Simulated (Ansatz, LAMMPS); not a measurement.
# Glassy 85GeO2-15Li2O (mol %) (78 atoms): support functions against a reference, part 2 of 3

Wanted: errors and times of a linear-scaling basis for glassy 85GeO2-15Li2O (mol %) (78 atoms). A setting counts as converged where the r.m.s. difference of forces stays under 1 % of the r.m.s. force.

Ansatz 0.2.0; Kohn-Sham DFT, PBE, PAW (set soft_2), plane waves.

The cell: 22 Ge, 8 Li and 48 O. The quench rate of 30 K/ps far exceeds what a furnace or splat quench reaches. The network of bonds at the start is that of the classical potential that made the cell. The Brillouin zone is sampled at Γ only, in a cell whose shortest periodic width is 10 Å.

So far. Step 4 (Support functions low): Forces differ from the reference by 4.4 meV/Å r.m.s., 0.40 % of their size, within a tolerance of 1 %; the energy by -7.2 meV/atom. It took roughly 6.0 times the reference's time (one timing each, with unlike analyses asked), in 13 cycles against 9.

**5. Support functions medium**

With localised support functions most steps grow linearly with size, though the diagonalisation grows faster unless the density matrix is cut; this run measures error and cost at this size. Besides, the program derives a nominal cutoff of 464 eV for this run, against the reference's 420.

This step: Kohn-Sham DFT, PBE, PAW (set soft_2), localised support functions (medium) (Ansatz 0.2.0).

The input, input.yaml:

```yaml
crystal:
  lattice:
    - [10.39453, 0.0, 0.0]
    - [0.0, 10.39453, 0.0]
    - [0.0, 0.0, 10.39453]
  atoms:
    [... the 78 atom lines of step 3 ...]
kpoints:
  mp_grid: { grid: [1, 1, 1] }
hamiltonian:
  xc: pbe
scf:
  occupations: { method: gaussian, width: 0.05 }
  eigensolver: { kind: { support_functions: { accuracy: medium } } }
  max_iter: 150
output:
  forces: true
  eigenvalues: true
```

Launch:

```console
$ ansatz run input.yaml --threads 4 --pin off --max-ram 8192MiB --backend cpu --events-out ev --progress --plain --runs-dir out
```

Standard output:

```text
[...]
Warning: basis.ecutwfc = 464 eV, auto-derived: no grid that the accuracy of the support functions lays serves the files at the lower one that their records recommend; a deck with other species or settings can derive another value
[...]
Crystal: 78 atoms, lattice volume = 1123.090 Å³
Basis set: ecut = 464 eV, 25533 PW (Γ), exchange–correlation on 150×150×150 points (8 copies of the dense FFT grid, shifted against one another)
Bands: 372, of which v1, the nominal top of the filled ones, is band 310 counted from 1 (309 counted from 0)
Symmetry: 1 space group operations
k-points: 1
[...]
SCF iter   1: F=—  HF=-123353.787251 eV  |F-HF|=—  |Δ(HF+E_count)|=         —  Δρ=1.08e-1  dr2=9.22e1  ethr=1.00e-1
[...]
SCF iter  14: F=—  HF=-123362.591017 eV  |F-HF|=—  |Δ(HF+E_count)|=   8.19e-4  Δρ=1.72e-5  dr2=1.96e-6  ethr=5.50e-10  κ⁻¹=6.6e-5(r=7)
SCF iter  15: F=-123362.591698 eV  HF=-123362.591698 eV  |F-HF|=7.84e-7  |Δ(HF+E_count)|=   6.82e-4  Δρ=3.57e-6  dr2=1.71e-7  ethr=3.16e-10
SCF 1 converged in 15 iterations: F = -123362.602320 eV  dr2 = 1.71e-7
[...]
SCF converged after 15 iterations
[...]
Free energy (F): -123362.602320 eV
[...]
Internal energy: -123362.602320 eV  (E = F + TS)
E sigma→0 (E₀):  -123362.602320 eV
Fermi energy:    4.552957 eV
[...]
Σ components = -123362.602320   (vs F -123362.602320, Δ=0.00e0)
--- Forces (eV/Å), atoms counted from 1 ---
  atom   1  Ge     0.93555984     2.05621962     0.92495995
  atom   2  Ge     0.46515052    -0.73432930    -0.78608201
  atom   3  Ge     0.24818024    -0.99372446    -0.24639263
  atom   4  Ge     0.08434626    -0.61478230     1.03337234
[...]
atom  78  O     -1.13899629     1.55566119    -0.26834153
  max |Σ_I F_I| component: 1.10e-3 eV/Å
--- Band table (eV) ---
[...]
```

Wall time 1.8 min (4 threads of Arm Neoverse V2, shared host); peak memory 3.7 GiB.

Keys that differ from the reference: support_functions.accuracy = "medium" and scf.max_iter = 150.

Forces differ from the reference by 4.3 meV/Å r.m.s., 0.39 % of their size, within a tolerance of 1 %; the energy by -7.2 meV/atom. It took roughly 6.9 times the reference's time (one timing each, with unlike analyses asked), in 15 cycles against 9.

**6. Support functions medium, spacing 0.33 Å**

The grid spacing sets how fine a wave the support functions can hold. Besides, the program derives a nominal cutoff of 464 eV for this run, against the reference's 420.

input.yaml, the sections that differ from step 5:

```yaml
scf:
  occupations: { method: gaussian, width: 0.05 }
  eigensolver: { kind: { support_functions: { accuracy: medium, spacing: 0.33 } } }
  max_iter: 150
# crystal, kpoints, hamiltonian, output: as in step 5
```

Standard output:

```text
[...]
Crystal: 78 atoms, lattice volume = 1123.090 Å³
Basis set: ecut = 464 eV, 25533 PW (Γ), exchange–correlation on 150×150×150 points (8 copies of the dense FFT grid, shifted against one another)
Bands: 372, of which v1, the nominal top of the filled ones, is band 310 counted from 1 (309 counted from 0)
Symmetry: 1 space group operations
k-points: 1
[...]
SCF iter   1: F=—  HF=-123352.591073 eV  |F-HF|=—  |Δ(HF+E_count)|=         —  Δρ=1.08e-1  dr2=9.17e1  ethr=1.00e-1
[...]
SCF iter  14: F=-123362.673770 eV  HF=-123362.673770 eV  |F-HF|=5.71e-8  |Δ(HF+E_count)|=   8.83e-4  Δρ=8.33e-6  dr2=1.03e-6  ethr=7.90e-10
SCF 1 converged in 14 iterations: F = -123362.685524 eV  dr2 = 1.03e-6
[...]
SCF converged after 14 iterations
[...]
Free energy (F): -123362.685524 eV
[...]
Internal energy: -123362.685524 eV  (E = F + TS)
E sigma→0 (E₀):  -123362.685524 eV
Fermi energy:    4.550457 eV
[...]
--- Forces (eV/Å), atoms counted from 1 ---
  atom   1  Ge     0.91518573     2.07759756     0.94729189
  atom   2  Ge     0.42959734    -0.73654044    -0.77550566
  atom   3  Ge     0.24072419    -1.01467647    -0.22858904
  atom   4  Ge     0.10854715    -0.60644542     1.03081542
  atom   5  Ge     2.23318589     1.28677380     1.65294546
  atom   6  Ge    -1.08584534     0.79952670     3.04575139
  atom   7  Ge     0.59923979    -0.17324177    -1.08458930
  atom   8  Ge    -1.50954171    -2.83072686     0.98543873
  atom   9  Ge     0.30281451    -1.90657363    -0.41580977
  atom  10  Ge    -1.53738633    -1.55868138    -1.38860256
  atom  11  Ge     1.72457619    -0.85365012     0.41066272
  atom  12  Ge    -1.52664391    -0.18093491     0.30575201
  atom  13  Ge    -1.37514634     1.25653201    -0.19124089
  atom  14  Ge     0.25111708    -0.28625623    -2.94181541
[...]
atom  77  O      0.82586044     0.29065798    -1.17175366
  atom  78  O     -1.20783728     1.58249001    -0.28680092
  max |Σ_I F_I| component: 2.09e-1 eV/Å
--- Band table (eV) ---
[...]
```

Run time: 54 s. Hardware: 4 threads; peak memory 2.1 GiB; 3.4 min of CPU time.

The program notes that the forces don't sum to zero within tolerance and the grid leaves an egg-box force.

Forces differ from the reference by 35 meV/Å r.m.s., 3.2 % of their size, over a tolerance of 1 %; the energy by -8.3 meV/atom. It took roughly 3.5 times the reference's time (one timing each, with unlike analyses asked), in 14 cycles against 9. The setting is coarser than the default on purpose.

**7. Support functions medium, spacing 0.275 Å**

The grid spacing sets how fine a wave the support functions can hold. Besides, the program derives a nominal cutoff of 464 eV for this run, against the reference's 420.

input.yaml, the sections that differ from step 6:

```yaml
scf:
  occupations: { method: gaussian, width: 0.05 }
  eigensolver: { kind: { support_functions: { accuracy: medium, spacing: 0.275 } } }
  max_iter: 150
# crystal, kpoints, hamiltonian, output: as in step 6
```

Standard output:

```text
[...]
Crystal: 78 atoms, lattice volume = 1123.090 Å³
Basis set: ecut = 464 eV, 25533 PW (Γ), exchange–correlation on 150×150×150 points (8 copies of the dense FFT grid, shifted against one another)
Bands: 372, of which v1, the nominal top of the filled ones, is band 310 counted from 1 (309 counted from 0)
Symmetry: 1 space group operations
k-points: 1
[...]
SCF iter   1: F=—  HF=-123353.716053 eV  |F-HF|=—  |Δ(HF+E_count)|=         —  Δρ=1.08e-1  dr2=9.22e1  ethr=1.00e-1
[...]
SCF iter  14: F=-123362.564989 eV  HF=-123362.564989 eV  |F-HF|=2.34e-7  |Δ(HF+E_count)|=   7.49e-4  Δρ=6.21e-6  dr2=7.54e-7  ethr=7.88e-10
SCF 1 converged in 14 iterations: F = -123362.575334 eV  dr2 = 7.54e-7
[...]
SCF converged after 14 iterations
[...]
Free energy (F): -123362.575334 eV
[...]
Internal energy: -123362.575334 eV  (E = F + TS)
E sigma→0 (E₀):  -123362.575334 eV
Fermi energy:    4.553194 eV
[...]
--- Forces (eV/Å), atoms counted from 1 ---
  atom   1  Ge     0.93464029     2.05339094     0.92088333
  atom   2  Ge     0.46612599    -0.73610642    -0.78425947
  atom   3  Ge     0.25360855    -0.99494723    -0.24609337
  atom   4  Ge     0.08620910    -0.61563722     1.03142253
  atom   5  Ge     2.21756208     1.30701049     1.65643265
  atom   6  Ge    -1.07436916     0.79923424     3.04068186
  atom   7  Ge     0.61291042    -0.16033074    -1.07097320
  atom   8  Ge    -1.50103726    -2.81525735     0.96729421
  atom   9  Ge     0.28442572    -1.89943132    -0.39517545
  atom  10  Ge    -1.53015320    -1.55318066    -1.37574276
  atom  11  Ge     1.71980440    -0.85858194     0.40526953
  atom  12  Ge    -1.53666495    -0.18550457     0.30876901
  atom  13  Ge    -1.36165262     1.27821448    -0.19389590
  atom  14  Ge     0.26839838    -0.27705646    -2.95480796
[...]
atom  77  O      0.77325101     0.26752470    -1.19373503
  atom  78  O     -1.14536206     1.55816016    -0.26715259
  max |Σ_I F_I| component: 1.17e-2 eV/Å
--- Band table (eV) ---
[...]
```

Run time: 77 s. Hardware: 4 threads; peak memory 2.7 GiB.

Forces differ from the reference by 1.9 meV/Å r.m.s., 0.17 % of their size, well within a tolerance of 1 %; the energy by -6.9 meV/atom. It took roughly 5.0 times the reference's time (one timing each, with unlike analyses asked), in 14 cycles against 9. The setting is coarser than the default on purpose.

**8. Other settings**

Changed here: basis.precision = "f64", scf.algorithm = "density_mixing" and scf.eigensolver.kind = "davidson".

This step: Kohn-Sham DFT, PBE, PAW (set soft_2), plane waves (Ansatz 0.2.0).

input.yaml, the sections that differ from step 7:

```yaml
scf:
  occupations: { method: gaussian, width: 0.05 }
  eigensolver: { kind: davidson }
  algorithm: density_mixing
output:
  forces: true
  stress: true
  populations: true
  dos:
    method: { smearing: { sigma: 0.08 } }
    de: 0.1
    projected: { site_lists: { Ge: [Ge], Li: [Li], O: [O] } }
  eigenvalues: true
basis:
  precision: f64
# crystal, kpoints, hamiltonian: as in step 7
```

Standard output:

```text
[...]
Crystal: 78 atoms, lattice volume = 1123.090 Å³
Basis set: ecut = 420 eV, 21975 PW (Γ), exchange–correlation on 144×144×144 points (8 copies of the dense FFT grid, shifted against one another)
Bands: 388, of which v1, the nominal top of the filled ones, is band 310 counted from 1 (309 counted from 0)
Symmetry: 1 space group operations
[...]
k-points: 1
[...]
SCF iter   1: F=—  HF=-123362.043231 eV  |F-HF|=—  |Δ(HF+E_count)|=         —  Δρ=2.77e-3  dr2=1.03e-1  ethr=1.77e-3  ⟨swp⟩=11.0  Hψ=1759  notcnv=0
[...]
SCF iter   8: F=—  HF=-123362.039141 eV  |F-HF|=—  |Δ(HF+E_count)|=   1.06e-6  Δρ=6.95e-6  dr2=5.61e-7  ethr=3.87e-10  ⟨swp⟩=5.0  Hψ=856  notcnv=0  defer=2
SCF iter   9: F=-123362.039141 eV  HF=-123362.039141 eV  |F-HF|=2.50e-9  |Δ(HF+E_count)|=   1.39e-7  Δρ=2.34e-6  dr2=5.85e-8  ethr=9.05e-11  ⟨swp⟩=6.0  Hψ=833  notcnv=0  defer=1
SCF 1 converged in 9 iterations: F = -123362.039141 eV  dr2 = 5.85e-8
  Residual-converged pass: ⟨swp⟩=3.0  Hψ=747  notcnv=0  max |occ|·‖R‖ = 6.1e-6 eV (tolerance 6.7e-6 eV)  dr2=6.20e-8  dr2_onsite=9.11e-9  max |Δocc| = 2.1e-98
[...]
SCF converged after 9 iterations
Free energy (F): -123362.039141 eV
[...]
Internal energy: -123362.039141 eV  (E = F + TS)
E sigma→0 (E₀):  -123362.039141 eV
Fermi energy:    4.553010 eV
[...]
Σ components = -123362.039141   (vs F -123362.039141, Δ=0.00e0)
--- Forces (eV/Å), atoms counted from 1 ---
  atom   1  Ge     0.93467370     2.05683855     0.92052356
  atom   2  Ge     0.46380103    -0.73532260    -0.78458143
  atom   3  Ge     0.25863559    -0.99564009    -0.24546821
  atom   4  Ge     0.08756677    -0.61392868     1.03355146
[...]
atom  78  O     -1.14752174     1.56127936    -0.26819247
  max |Σ_I F_I| component: 1.52e-4 eV/Å
--- Stress (GPa, compression-positive) ---
        6.550124      -0.583252       0.598841
       -0.583252       5.207885      -0.922693
        0.598841      -0.922691       4.003650
  P = ⅓ Tr σ = 5.2539 GPa (52.539 kbar)
--- Band table (eV) ---
[...]
--- Löwdin populations: 78 sites ---
  site symbol       q [e]
     0     Ge     12.3655
     1     Ge     12.3585
     2     Ge     12.3802
[...]
77      O      6.7640
  spilling = 0.005495 (of n_electrons = 620.000000)
```

Wall time 29 s (4 threads); peak memory 1.6 GiB.

Forces differ from the reference by 0.014 meV/Å r.m.s., 0.0013 % of their size, well within a tolerance of 1 %. It took roughly 1.9 times the reference's time (one timing each, with unlike analyses asked), in 9 cycles against 9.

**9. What each setting buys**

Differences are against the plane-wave reference (Kohn-Sham DFT, PBE, PAW (set soft_2), plane waves), whose r.m.s. force component is 1.11 eV/Å. Energies are set beside the reference only for runs with its functional, potentials and electron count. Times are for 4 threads of Arm Neoverse V2, shared host. The reference's time includes the DOS, the stress and grids, which some other runs skip.

```csv
run,"Δ force, r.m.s. (meV/Å)",share of r.m.s. force (%),Δ energy (meV/atom),Δ pressure (GPa),Δ gap (eV),cycles,time,host memory (GiB)
reference,-,-,-,-,-,9,16 s,1.5
support functions low,4.38,0.396,-7.22,-,9.0e-4,13,93 s,3.7
support functions medium,4.34,0.392,-7.22,-,9.0e-4,15,1.8 min,3.7
"support functions medium, spacing 0.33 Å",35.4,3.21,-8.29,-,-0.0026,14,54 s,2.1
"support functions medium, spacing 0.275 Å",1.85,0.168,-6.87,-,0.0012,14,77 s,2.7
"basis.precision = "f64", scf.algorithm = "density_mixing" and scf.eigensolver.kind = "davidson"",0.014,0.0013,0,0,0,9,29 s,1.6
```

**10. The reference in detail**

With the settings judged, the reference run is read for its physics.

Neighbours are counted within 2.27 Å (O-Ge), 2.58 Å (O-Li).

Length of the force by element and coordination:

```csv
element,coordination,atoms,mean length of the force (eV/Å),spread,least,most
Ge,all,22,2.11,0.758,0.973,3.34
Ge,4,20,2.04,0.756,0.973,3.34
Ge,5,1,3.06,0,3.06,3.06
Ge,6,1,2.58,0,2.58,2.58
Li,all,8,0.633,0.295,0.133,0.996
Li,2,1,0.133,0,0.133,0.133
Li,3,2,0.714,0.280,0.434,0.994
Li,4,5,0.701,0.225,0.308,0.996
O,all,48,1.79,0.605,0.901,3.21
O,2,31,1.70,0.536,0.901,2.97
O,3,13,2.10,0.646,1.25,3.21
O,4,2,1.85,0.61,1.24,2.46
O,5,2,1.09,0.0308,1.06,1.12
```

Löwdin charges by element and coordination (they lack the spilled electrons, 0.044 e an atom on average):

```csv
element,coordination,atoms,mean charge (e),spread,least,most
Ge,all,22,1.61,0.0421,1.46,1.65
Ge,4,20,1.62,0.0265,1.55,1.65
Ge,5,1,1.58,0,1.58,1.58
Ge,6,1,1.46,0,1.46,1.46
Li,all,8,0.797,0.0191,0.764,0.833
Li,2,1,0.833,0,0.833,0.833
Li,3,2,0.779,0.0154,0.764,0.795
Li,4,5,0.796,0.0103,0.781,0.812
O,all,48,-0.798,0.0746,-1.08,-0.728
O,2,31,-0.764,0.0146,-0.801,-0.728
O,3,13,-0.823,0.0585,-0.973,-0.755
O,4,2,-0.919,0.0905,-1.01,-0.829
O,5,2,-1.05,0.0321,-1.08,-1.01
```

States in the cell by windows of 1 eV, zero at the Fermi level; the larger projections on atomic orbitals stand beside the total:

```csv
from (eV),to (eV),total,O p,Ge p,Ge s,O s
-18,-17,16.0,0.1,2.4,0.2,12.5
-17,-16,3.7,0.0,0.4,0.1,3.0
-16,-15,1.8,0.0,0.1,0.0,1.6
-15,-12,0.0,0.0,0.0,0.0,0.0
-12,-11,5.0,2.9,0.2,1.7,0.2
-11,-10,8.9,5.2,0.4,2.7,0.5
-10,-9,9.9,5.9,0.8,2.4,0.7
-9,-8,12.1,7.6,1.4,2.2,0.8
-8,-7,10.3,7.1,1.8,0.8,0.3
-7,-6,30.8,22.8,7.1,0.2,0.3
-6,-5,15.0,11.5,2.5,0.2,0.5
-5,-4,37.2,31.1,3.3,0.3,1.6
-4,-3,55.5,51.0,2.2,0.2,1.0
-3,-2,67.6,64.7,1.1,0.1,0.5
-2,-1,29.1,28.0,0.4,0.1,0.2
-1,0,6.5,6.2,0.1,0.0,0.0
0,1,2.0,0.2,0.2,0.9,0.5
1,2,0.0,0.0,0.0,0.0,0.0
2,3,8.0,1.6,1.2,3.4,1.4
3,4,10.8,2.3,2.0,4.0,1.7
4,5,13.1,2.5,3.3,3.7,1.7
```

Between -26 and -18 eV lie 286 more states.

The levels nearest the highest filled one (over half full), pooled over k-points and spins:

```csv
level less the highest filled one (eV),occupation
-0.559,2
-0.377,2
-0.287,2
-0.085,2
-0.0527,2
0,2
1.46,0
2.94,0
3.23,0
3.47,0
3.49,0
3.96,0
```

Valence density in the bc plane at fractional x = 0.613, with atoms of Ge and Li and O within 0.2 Å of it. It is the smooth field of the valence electrons, not physical close to the nuclei.

Values in e/Å³, 13 rows by 16 columns, each cell a mean:
```
 1  1  0  0  0  0  1  5  2  0  0  0  0  0  1  1
14  2  0  0  0  0  0  1  1  0  0  0  0  0  0  1
 1  1  1  0  0  0  0  0  0  0  0  0  0  0  0  0
 1  4  4  1  0  2  3  0  0  0  0  3  2  0  0  0
 0  1  1 11  8  1  2  0  1  0  0  0  0  0  1  0
 0  0  0  7  5  0  0  0  4  1  0  1  4  3  0  0
 0  0  0  0  0  0  0  0  0  0  0  0  3  2  0  0
 0  0  0  0  0  0  0  0  0  0  0  0  0  0  0  0
 0  1  2  1  0  0  0  0  0  0  0  0  0  0  0  0
 0  2  5  2  0  0  0  0  0  0  0  0  0  0  0  0
 0  0  0  0  0  0  0  0  0  0  1  1  0  0  0  0
 0  0  1  0  0  0  0  0  0  1  4  3  1  1  1  1
 1  0  0  0  0  0  0  1  1  0  1  0  0  0  4  4
```
Columns run along b (10.4 Å), rows up along c (10.4 Å). Atoms in or near the plane, at fractional coordinates: Ge at (0.24, 0.61), Li at (0.73, 0.72), Li at (0.54, 0.58), O at (0.46, 0.95), O at (0.67, 0.12), O at (0.11, 0.73), O at (0.79, 0.54), O at (0.93, 0.03), O at (0.15, 0.28).

(Continued in part 3 of 3.)

[Long decimals in the printed logs are rounded to 6 places.]

[Logs are printed without paths, hosts, clocks, repeated set-up lines and the standing remarks that a program may print on its own settings, such as how far it seeks lower states.]

[Hosts, paths, dates, database ids (printed as entryN), source tags and the programs' standing remarks are cut or masked in the printed files.]
